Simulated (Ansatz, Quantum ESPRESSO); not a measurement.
# 1T-SnO2, 1 layer: the energy at a withheld member of a series

**Set-up.** Quantum ESPRESSO 7.5, PBE, GBRV ultrasoft. Cell and atoms are first relaxed; each strained cell is then held and the atoms relax in it. A periodic run with 15 Å of vacuum in the starting cell gives the vacuum levels, and bands follow along a path. The series steps biaxial strain. Energies count from the lowest.

| biaxial strain | energy (eV) |
| --- | --- |
| -4 % | 0.1994 |
| -3 % | 0.1168 |
| -1 % | 0.0185 |
| 0 % | 0.0000 |
| 1 % | 0.0003 |
| 2 % | 0.0185 |
| 3 % | 0.0528 |
| 4 % | 0.1027 |

One more run was made and is withheld. What is the energy at −2 %?

**Fit.** The rows at -3 % and -1 % give a slope of (0.0185 − (0.1168))/(−1 − (−3)) = −0.04915, so a straight line gives 0.0677 eV. A parabola through these and the row at -4 % gives 0.0565 eV.

**The withheld run.** 0.0570 eV. The line misses by +0.0106 and the parabola by −0.0005 eV. The parabola does better.

**Limits.** Semilocal gaps are too small; the 1×1 cell can't ripple over many cells under compression as a free sheet would. No spin-orbit coupling.
